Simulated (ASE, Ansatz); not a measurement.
## Wurtzite SiC, size series (396 atoms): support functions against a reference

Wanted: errors and times of a linear-scaling basis for wurtzite SiC, size series (396 atoms). A setting counts as converged where the r.m.s. difference of forces stays under 1 % of the r.m.s. force.

Calculated with Ansatz 0.2.0; Kohn-Sham DFT, LDA, PAW (set soft_2), plane waves.

### Step 1. The structure

The cell holds 396 atoms: 198 Si and 198 C. Its edges and angles: a = 9.228 Å, b = 9.228 Å, c = 55.528 Å, α = 90.0°, β = 90.0°, γ = 120.0°. It derives from SiC (wurtzite), repeated 3×3×11. Wurtzite SiC (a = 3.076 Å, c = 5.048 Å), 3 x 3 x 11 conventional cells; ideal positions.

Before any run, some limits are plain. Only the Γ point is sampled, in a cell whose shortest periodic width is 8 Å.

### Step 2. Plane-wave single point

This run is the reference for what follows, at a cutoff of 420 eV.

input.yaml

```yaml
crystal:
  lattice:
    - [9.228, 0.0, 0.0]
    - [-4.614, 7.99168, 0.0]
    - [0.0, 0.0, 55.528]
  atoms:
    - { symbol: Si, position: [0.0, 0.0, 0.0] }
    - { symbol: C, position: [0.11111, 0.22222, 0.01136] }
    - { symbol: Si, position: [0.11111, 0.22222, 0.04545] }
    - { symbol: C, position: [0.0, 0.0, 0.05682] }
    - { symbol: Si, position: [0.0, 0.0, 0.09091] }
    - { symbol: C, position: [0.11111, 0.22222, 0.10227] }
    - { symbol: Si, position: [0.11111, 0.22222, 0.13636] }
    - { symbol: C, position: [0.0, 0.0, 0.14773] }
    - { symbol: Si, position: [0.0, 0.0, 0.18182] }
    - { symbol: C, position: [0.11111, 0.22222, 0.19318] }
    - { symbol: Si, position: [0.11111, 0.22222, 0.22727] }
    - { symbol: C, position: [0.0, 0.0, 0.23864] }
    - { symbol: Si, position: [0.0, 0.0, 0.27273] }
    - { symbol: C, position: [0.11111, 0.22222, 0.28409] }
    - { symbol: Si, position: [0.11111, 0.22222, 0.31818] }
    - { symbol: C, position: [0.0, 0.0, 0.32955] }
    - { symbol: Si, position: [0.0, 0.0, 0.36364] }
    - { symbol: C, position: [0.11111, 0.22222, 0.375] }
    - { symbol: Si, position: [0.11111, 0.22222, 0.40909] }
    - { symbol: C, position: [0.0, 0.0, 0.42045] }
    - { symbol: Si, position: [0.0, 0.0, 0.45455] }
    - { symbol: C, position: [0.11111, 0.22222, 0.46591] }
    - { symbol: Si, position: [0.11111, 0.22222, 0.5] }
    - { symbol: C, position: [0.0, 0.0, 0.51136] }
    - { symbol: Si, position: [0.0, 0.0, 0.54545] }
    - { symbol: C, position: [0.11111, 0.22222, 0.55682] }
    - { symbol: Si, position: [0.11111, 0.22222, 0.59091] }
    - { symbol: C, position: [0.0, 0.0, 0.60227] }
    - { symbol: Si, position: [0.0, 0.0, 0.63636] }
    - { symbol: C, position: [0.11111, 0.22222, 0.64773] }
    - { symbol: Si, position: [0.11111, 0.22222, 0.68182] }
    - { symbol: C, position: [0.0, 0.0, 0.69318] }
    [... 358 atom lines left out ...]
    - { symbol: Si, position: [0.77778, 0.88889, 0.86364] }
    - { symbol: C, position: [0.66667, 0.66667, 0.875] }
    - { symbol: Si, position: [0.66667, 0.66667, 0.90909] }
    - { symbol: C, position: [0.77778, 0.88889, 0.92045] }
    - { symbol: Si, position: [0.77778, 0.88889, 0.95455] }
    - { symbol: C, position: [0.66667, 0.66667, 0.96591] }
kpoints:
  mp_grid: { grid: [1, 1, 1] }
hamiltonian:
  xc: lda
scf:
  occupations: { method: gaussian, width: 0.05 }
output:
  forces: true
  stress: true
  populations: true
  dos:
    method: { smearing: { sigma: 0.1 } }
    de: 0.1
    projected: { site_lists: { C: [C], Si: [Si] } }
  eigenvalues: true
```

Launch:

```
> ansatz run input.yaml --threads 32 --pin off --max-ram 92160MiB --backend cuda --events-out ev --progress --plain --runs-dir out --max-vram 78GiB
```

Log:

```text
Warning: the atoms were moved onto the symmetric positions of the space group found under crystal.symmetry.tolerance 1.0e-5 (fractional; no operation is sought that the atoms, as they stand in a round, miss by more than twice it, and no atom is moved by as much as it), and the run uses the moved positions. [...]
Engine: ansatz 0.2.0, aarch64-unknown-linux-gnu
Pseudopotentials: kind: paw
Pseudopotential: Si, paw, valence charge 4, recommended cutoff 420 eV (normal), Si.paw.azcp
Pseudopotential: C, paw, valence charge 4, recommended cutoff 420 eV (normal), C.paw.azcp
[...]
Crystal: 396 atoms, lattice volume = 4095.036 Å³
Basis set: ecut = 420 eV, 80213 PW (Γ)
Bands: 1188, of which v1, the nominal top of the filled ones, is band 792 counted from 1 (791 counted from 0)
Symmetry: 1188 space group operations
Space group: P63mc (ITA 186), of the structure as read, at distance tolerance 1.6e-4 Å
k-points: 1
[... 7 lines on functional and potentials left out ...]
Initial density: superposition of atomic densities (neutral atoms: chi_scale 0, normalization atom), corrected by the library's trained network
Initial wavefunctions: pseudopotential atomic-orbital guess
[...]
Functional: x = slater, c = lda
SCF iter   1: F=—  HF=-168681.412058 eV  |F-HF|=—  |Δ(HF+E_count)|=         —  Δρ=6.90e-3  dr2=8.98e-1  ethr=1.77e-3  ⟨swp⟩=5.0  Hψ=5113  notcnv=0  defer=272
preconditioner: auto → Resta (q_TF=auto, 2.329 Å⁻¹)  ε∞=5.0  [insulator: Δε(μ)=2.050 eV  Ē_g=11.543 eV  σ=0.050 eV  W_gap=1.00  n_scr=886 (ndim 8)  ℏωp=23.1 eV  f_vac=0.000  D(μ)=0.00/eV (n_scr^D=0)  ε∞_Penn≈5.0]
SCF iter   2: F=—  HF=-168681.190898 eV  |F-HF|=—  |Δ(HF+E_count)|=   2.21e-1  Δρ=3.69e-3  dr2=2.69e-1  ethr=5.67e-5  ⟨swp⟩=2.0  Hψ=1413  notcnv=0  defer=316
SCF iter   3: F=—  HF=-168681.089063 eV  |F-HF|=—  |Δ(HF+E_count)|=   1.02e-1  Δρ=1.97e-4  dr2=1.23e-3  ethr=1.70e-5  ⟨swp⟩=3.0  Hψ=1333  notcnv=0  defer=316
SCF iter   4: F=—  HF=-168681.092828 eV  |F-HF|=—  |Δ(HF+E_count)|=   3.77e-3  Δρ=3.70e-5  dr2=4.89e-5  ethr=7.74e-8  ⟨swp⟩=2.0  Hψ=1590  notcnv=0  defer=316
SCF iter   5: F=—  HF=-168681.089873 eV  |F-HF|=—  |Δ(HF+E_count)|=   2.96e-3  Δρ=8.83e-6  dr2=2.08e-6  ethr=3.09e-9  ⟨swp⟩=2.0  Hψ=1561  notcnv=0  defer=316
SCF iter   6: F=—  HF=-168681.089873 eV  |F-HF|=—  |Δ(HF+E_count)|=   3.68e-8  Δρ=1.83e-6  dr2=1.36e-7  ethr=6.31e-12  ⟨swp⟩=17.0  Hψ=7443  notcnv=0
SCF iter   7: F=-168681.089873 eV  HF=-168681.089873 eV  |F-HF|=8.73e-11  |Δ(HF+E_count)|=   1.80e-8  Δρ=1.99e-7  dr2=1.15e-9  ethr=6.31e-12  ⟨swp⟩=3.0  Hψ=2769  notcnv=0
SCF 1 converged in 7 iterations: F = -168681.089873 eV  dr2 = 1.15e-9
  greatest PAW one-centre occupation: 0.628 electrons in one spin orbital (limit 2), on the C atom at site 395 (counted from 0), in its partial waves of l = 0
SCF converged after 7 iterations
Free energy (F): -168681.089873 eV
Harris-Foulkes:  -168681.089873 eV  (|F-HF|=8.73e-11)
Internal energy: -168681.089873 eV  (E = F + TS)
E sigma→0 (E₀):  -168681.089873 eV
Fermi energy:    10.523440 eV
--- Per-component energies (eV) ---
  E_band       = 5517.129408
  E_kinetic    = 27085.250962
  E_local      = -21380.976698  (includes V_loc(G=0)·N_el)
  E_nonlocal   = 10622.581096
  E_hartree    = 6483.839016
  E_xc         = -20739.007302
  E_vxc        = -21668.322204  (∫ρ·V_xc dr)
  E_paw        = -114465.915573  (= ΣΔE_a)
  E_vpaw       = -2109.084654  (= ΣTr[D̂ρ^β])
  E_aug_tail   = 0.002956  (compensation charges beyond the density's cutoff)
  E_ewald      = -56316.002649
  E_core_change = 29.138319  (= ΣΔE_core)
  E_smearing   = -0.000000  (= −TS)
  E_closure    = 0.000000  (closes the sum)
  Σ components = -168681.089873   (vs F -168681.089873, Δ=0.00e0)
--- Forces (eV/Å), atoms counted from 1 ---
[... 396 lines of forces left out ...]
  max |Σ_I F_I| component: 8.94e-5 eV/Å
--- Stress (GPa, compression-positive) ---
       -2.023090       0.000000      -0.000000
       -0.000000      -2.023090       0.000000
        0.000000      -0.000000      -6.437127
  P = ⅓ Tr σ = -3.4944 GPa (-34.944 kbar)
--- Band table (eV) ---
[... left out ...]
--- Löwdin populations: 396 sites ---
  site symbol       q [e]
[... 396 lines, one an atom, left out ...]
  spilling = 0.009879 (of n_electrons = 1584.000000)
```

The job ended after 4.7 s (1 × NVIDIA GB200 with 32 threads of Arm Neoverse V2, shared host; peak memory 2 GiB).

That memory is the host's. Forces of this run were stored rounded, and per-atom blocks of the log weren't kept.

The program notes that positions were snapped to a detected symmetry.

Read from the output:

- free energy: -168681.0899 eV
- free energy per atom: -425.9623 eV/atom
- SCF cycles: 7
- pressure: -3.494 GPa
- r.m.s. force component: 0.1173 eV/Å
- longest force: 0.2031 eV/Å
- Fermi energy: 10.52 eV
- gap (highest filled to lowest empty level): 2.046 eV
- spilling of the projection: 0.009879

Length of the force by element:

```
element  coordination  atoms  mean length of the force (eV/Å)  spread  least   most
      C           all    198                            0.203       0  0.203  0.203
     Si           all    198                            0.203       0  0.203  0.203
```

Löwdin charges by element (they lack the spilled electrons, 0.040 e an atom on average):

| element | coordination | atoms | mean charge (e) | spread | least | most |
| --- | --- | --- | --- | --- | --- | --- |
| C | all | 198 | -0.992 | 0 | -0.992 | -0.992 |
| Si | all | 198 | 1.07 | 0 | 1.07 | 1.07 |

States in the cell by windows of 1 eV, zero at the Fermi level; some projections on atomic orbitals stand beside the total:

| from (eV) | to (eV) | total | C p | Si p | Si s | C s |
| --- | --- | --- | --- | --- | --- | --- |
| -10 | -9 | 6.3 | 3.0 | 2.0 | 1.1 | 0.2 |
| -9 | -8 | 142.1 | 69.4 | 18.5 | 44.3 | 9.4 |
| -8 | -7 | 184.6 | 90.7 | 50.7 | 26.5 | 15.6 |
| -7 | -6 | 99.5 | 51.6 | 29.8 | 8.1 | 9.3 |
| -6 | -5 | 134.2 | 77.9 | 32.3 | 10.7 | 11.7 |
| -5 | -4 | 85.7 | 52.9 | 26.6 | 3.1 | 2.3 |
| -4 | -3 | 192.4 | 129.0 | 58.2 | 1.7 | 1.8 |
| -3 | -2 | 255.6 | 190.4 | 57.0 | 2.1 | 1.5 |
| -2 | -1 | 83.2 | 71.1 | 9.4 | 0.1 | 0.2 |
| -1 | 0 | 4.4 | 4.1 | 0.1 | 0.0 | 0.0 |
| 0 | 1 | 1.2 | 0.2 | 0.7 | 0.0 | 0.0 |
| 1 | 2 | 19.8 | 4.3 | 10.3 | 0.2 | 0.2 |
| 2 | 3 | 163.1 | 11.6 | 71.6 | 24.8 | 29.9 |
| 3 | 4 | 136.2 | 15.5 | 56.5 | 9.5 | 23.8 |
| 4 | 5 | 108.8 | 16.7 | 30.7 | 23.2 | 11.6 |

Between -17 and -10 eV lie 396 more states.

Not all projections were asked for or kept, so they needn't add up to the total.

The levels nearest the highest filled one (over half full), pooled over k-points and spins:

| level less the highest filled one (eV) | occupation |
| --- | --- |
| -0.0322 | 2 |
| -0.0322 | 2 |
| -0.0322 | 2 |
| -0.0322 | 2 |
| 0 | 2 |
| 0 | 2 |
| 2.05 | 0 |
| 2.05 | 0 |
| 2.23 | 0 |
| 2.23 | 0 |
| 2.23 | 0 |
| 2.23 | 0 |

Mean Löwdin charges: C -0.99, Si +1.07 e (they miss 0.99 % of the electrons, so they add up to more than the cell's charge).

### Step 3. Local order

Bonds and neighbours are counted at the geometry of the runs.

Density 3.22 g/cm³, 10.34 Å³ an atom.

g(r), total and by pair (bins of 0.2 Å):

| r (Å) | total | C-C | C-Si | Si-Si |
| --- | --- | --- | --- | --- |
| 1.80 | 4.68 | 0.00 | 9.35 | 0.00 |
| 2.00 | 0.00 | 0.00 | 0.00 | 0.00 |
| 2.20 | 0.00 | 0.00 | 0.00 | 0.00 |
| 2.40 | 0.00 | 0.00 | 0.00 | 0.00 |
| 2.60 | 0.00 | 0.00 | 0.00 | 0.00 |
| 2.80 | 0.00 | 0.00 | 0.00 | 0.00 |
| 3.00 | 5.20 | 10.45 | 0.00 | 10.45 |
| 3.20 | 0.41 | 0.00 | 0.81 | 0.00 |
| 3.40 | 0.00 | 0.00 | 0.00 | 0.00 |
| 3.60 | 2.82 | 0.00 | 5.65 | 0.00 |
| 3.80 | 0.00 | 0.00 | 0.00 | 0.00 |
| 4.00 | 0.00 | 0.00 | 0.00 | 0.00 |
| 4.20 | 0.00 | 0.00 | 0.00 | 0.00 |
| 4.40 | 2.55 | 2.58 | 2.52 | 2.58 |
| 4.60 | 0.00 | 0.00 | 0.00 | 0.00 |
| 4.80 | 1.65 | 0.00 | 3.29 | 0.00 |
| 5.00 | 0.33 | 0.65 | 0.00 | 0.65 |
| 5.20 | 0.00 | 0.00 | 0.00 | 0.00 |
| 5.40 | 2.61 | 5.20 | 0.00 | 5.20 |
| 5.60 | 1.15 | 0.00 | 2.30 | 0.00 |
| 5.80 | 0.00 | 0.00 | 0.00 | 0.00 |
| 6.00 | 1.75 | 2.81 | 0.69 | 2.81 |
| 6.20 | 1.29 | 1.29 | 1.29 | 1.29 |
| 6.40 | 1.79 | 0.00 | 3.59 | 0.00 |
| 6.60 | 0.28 | 0.00 | 0.56 | 0.00 |
| 6.80 | 1.04 | 2.09 | 0.00 | 2.09 |
| 7.00 | 0.60 | 0.00 | 1.20 | 0.00 |
| 7.20 | 0.24 | 0.00 | 0.49 | 0.00 |

Bonds by pair of elements; cutoffs follow the first minimum of g(r), held within bounds set by covalent radii, and pairs that aren't listed don't count as bonded:

```csv
pair A-B,cutoff (Å),bonds,mean length (Å),spread (Å),shortest (Å),B about A,A about B
C-Si,2.27,792,1.89,0.004,1.89,4,4
```

How many atoms have how many bonded neighbours:

```csv
element,mean,4
C,4,198
Si,4,198
```

Bond angles, per cent of each kind in bins of 5°:

| angle (°) | C-Si-C | Si-C-Si |
| --- | --- | --- |
| 105–110 | 100.0 | 100.0 |

Bond angles (no mean is given where the spread exceeds 20°):

| angle | count | mean (°) | spread (°) |
| --- | --- | --- | --- |
| C-Si-C | 1188 | 110 | 0.1 |
| Si-C-Si | 1188 | 110 | 0.1 |

Rings of the network by King's shortest-path rule, up to 12 atoms, one path for each pair of neighbours; H, halogens, alkali and alkaline-earth atoms are left out, and the last column divides by all other atoms, bonded or not:

```csv
ring size (atoms),rings,per network atom
6,772,1.95
```

By these cutoffs all C atoms have 4 and all Si atoms have 4 bonded neighbours. The C-Si-C angle averages 110° with a spread of 0.1°. All rings counted have 6 atoms.

A closer look about Si1, which bears the longest force: 8 atoms, nearest first, numbered in the order of the input, with positions taken from that point.

| atom | x | y | z | distance (Å) | bonds | Löwdin charge (e) | Fx | Fy | Fz (eV/Å) |
| --- | --- | --- | --- | --- | --- | --- | --- | --- | --- |
| Si1 | 0.00 | 0.00 | 0.00 | 0.00 | 4 | 1.07 | 0.000 | 0.000 | 0.203 |
| C2 | 0.00 | 1.78 | 0.63 | 1.88 | 4 | -0.99 | 0.000 | 0.000 | -0.203 |
| C354 | -1.54 | -0.89 | 0.63 | 1.88 | 4 | -0.99 | 0.000 | 0.000 | -0.203 |
| C90 | 1.54 | -0.89 | 0.63 | 1.88 | 4 | -0.99 | 0.000 | 0.000 | -0.203 |
| C44 | 0.00 | 0.00 | -1.89 | 1.89 | 4 | -0.99 | 0.000 | 0.000 | -0.203 |
| Si45 | -1.54 | 2.66 | 0.00 | 3.08 | 4 | 1.07 | 0.000 | 0.000 | 0.203 |
| Si177 | 1.54 | 2.66 | 0.00 | 3.08 | 4 | 1.07 | 0.000 | 0.000 | 0.203 |
| Si353 | -1.54 | -2.66 | 0.00 | 3.08 | 4 | 1.07 | 0.000 | 0.000 | 0.203 |

The column of bonds counts only the pairs C-Si within 2.27 Å; other neighbours, such as metal atoms beside each other in a compound, aren't counted, and periodic images can show an atom twice.

### Step 4. Support functions medium

The cell is solved in localised support functions. The level medium gives here a grid of 48×48×270 points and a radius of 3.44 Å.

This step: Kohn-Sham DFT, LDA, PAW (set soft_2), localised support functions (medium) (Ansatz 0.2.0).

input.yaml, the sections that differ from step 2:

```yaml
scf:
  occupations: { method: gaussian, width: 0.05 }
  eigensolver: { kind: { support_functions: { accuracy: medium } } }
  max_iter: 150
output:
  forces: true
  eigenvalues: true
# crystal, kpoints, hamiltonian: as in step 2
```

Log:

```text
Warning: scf.eigensolver.kind.support_functions: disabling space-group detection — the functions' gradient is summed over unrotated k-points, so no spatial operation reduces the k-mesh or symmetrises the density; time reversal is kept, so that k and −k are solved as one point where they differ and the mesh holds both, and exact exchange and, on two spinor components, a DFT+U term hold to it where the run has them: [...]
settings of this run that can trade accuracy for cost: scf.eigensolver.kind.support_functions [...]
[...]
device memory: the entry about to start is reckoned to put 8.5 GiB on a device that reports 141.6 GiB free (of which the cap on the GPU budget leaves the run 78.0 GiB)
GPU FFT provider: cuFFT
GPU libraries: cuBLAS 13.8.1, cuFFT 12.4.0, cuSOLVER 12.3.2
GPU matrix products: emulated (plane waves: as basis.precision tells), large ones in fixed point in workspaces of 1.00 GiB
Crystal: 396 atoms, lattice volume = 4095.036 Å³
Basis set: ecut = 420 eV, 80213 PW (Γ)
Bands: 951, of which v1, the nominal top of the filled ones, is band 792 counted from 1 (791 counted from 0)
Symmetry: 1 space group operations
k-points: 1
[...]
GPU buffer pool allocated for 1536000 grid points (all kernels)
Eigensolver: Support functions (medium, 48×48×270 points, laid for a spacing of at most 0.228497 Å, radius 3.441449 Å, 2 species' potentials softened for the grid, 2 wholly corrected for its errors in the mean over positions, 2 with the egg-box correction, energy correction by stochastic trace)
[...]
SCF iter   1: F=—  HF=-168872.352302 eV  |F-HF|=—  |Δ(HF+E_count)|=         —  Δρ=1.39e-1  dr2=9.71e2  ethr=1.00e-1
[...]
SCF iter   9: F=-168682.098734 eV  HF=-168682.098734 eV  |F-HF|=3.20e-7  |Δ(HF+E_count)|=   7.84e-3  Δρ=4.09e-6  dr2=7.23e-7  ethr=1.87e-9
SCF 1 converged in 9 iterations: F = -168682.164818 eV  dr2 = 7.23e-7
[...]
SCF converged after 9 iterations
Stability not checked: this state was not tested for a lower state beside it, because the mixer in use, unlike msr1, does not test its closes by its own steps (another_mixer; see scf.mixing.algorithm and scf.lower_state_search)
Free energy (F): -168682.164818 eV
[...]
Internal energy: -168682.164818 eV  (E = F + TS)
E sigma→0 (E₀):  -168682.164818 eV
Fermi energy:    10.522762 eV
[...]
--- Forces (eV/Å), atoms counted from 1 ---
[... 396 lines of forces left out ...]
  max |Σ_I F_I| component: 8.36e-2 eV/Å
--- Band table (eV) ---
[... left out ...]
```

Run time: 6.1 s. Hardware: 1 × NVIDIA GB200 with 32 threads; peak memory 1.3 GiB; 17 s of CPU time.

That memory is the host's; the program planned up to 8.5 GiB on the GPU.

The program notes that the band table was not solved further than the SCF left it and it switched symmetry off.

Keys that differ from the reference: support_functions.accuracy = "medium" and scf.max_iter = 150.

Forces differ from the reference by 3.2 meV/Å r.m.s., 2.7 % of their size, over a tolerance of 1 %; the energy by -2.7 meV/atom. The two runs also began from different starting densities, which bears on cycles and time.

### Step 5. All settings compared

Differences are against the plane-wave reference (Kohn-Sham DFT, LDA, PAW (set soft_2), plane waves), whose r.m.s. force component is 0.117 eV/Å. Energies are set beside the reference only for runs with its functional, potentials and electron count. Times are for 1 × NVIDIA GB200 with 32 threads of Arm Neoverse V2, shared host. The reference's time includes the DOS and the stress, which some other runs skip.

```csv
run,"Δ force, r.m.s. (meV/Å)",share of r.m.s. force (%),Δ energy (meV/atom),Δ gap (eV),cycles,time,host memory (GiB)
reference,-,-,-,-,7,4.7 s,2.0
support functions medium,3.16,2.69,-2.71,6.0e-4,9,6.1 s,1.3
```

### Step 6. Outcome

- free energy per atom: -425.9623 eV/atom
- density: 3.219 g/cm³
- pressure: -3.494 GPa
- r.m.s. force component: 0.1173 eV/Å
- gap (highest filled to lowest empty level): 2.046 eV
- wall time of the 2 DFT runs: 11 s

In words: Against plane waves at 420 eV, the forces differ by 3.2 meV/Å (2.7 %) with support functions medium. At 396 atoms the run with support functions medium takes roughly 1.3 times the time of plane waves (whose run also made extra analyses, so the like-for-like ratio is larger), in 9 SCF cycles against 7. Differences between support functions and plane waves include what basis error the plane-wave run still has.

The highest filled and lowest empty levels differ by 2.05 eV at Γ alone; the mesh holds the band edges only if they fold onto it, so the gap at this level can be narrower or closed, while local or semilocal functionals tend to narrow gaps against experiment. Counting bonds as in the table, all C atoms have 4 and all Si atoms have 4 bonded neighbours.

**Limits.** The geometry was built by rule and isn't relaxed at this level: its force components are 0.12 eV/Å r.m.s. The stress is far from hydrostatic: its diagonal is -2.0, -2.0, -6.4 GPa, compression counted positive. The pressure of -3.5 GPa says that the cell would shrink at this level of theory.

[Logs are printed without paths, hosts, clocks, repeated set-up lines and the standing remarks that a program may print on its own settings, such as how far it seeks lower states.]

[Hosts, paths, dates, database ids (printed as entryN), source tags and the programs' standing remarks are cut or masked in the printed files.]
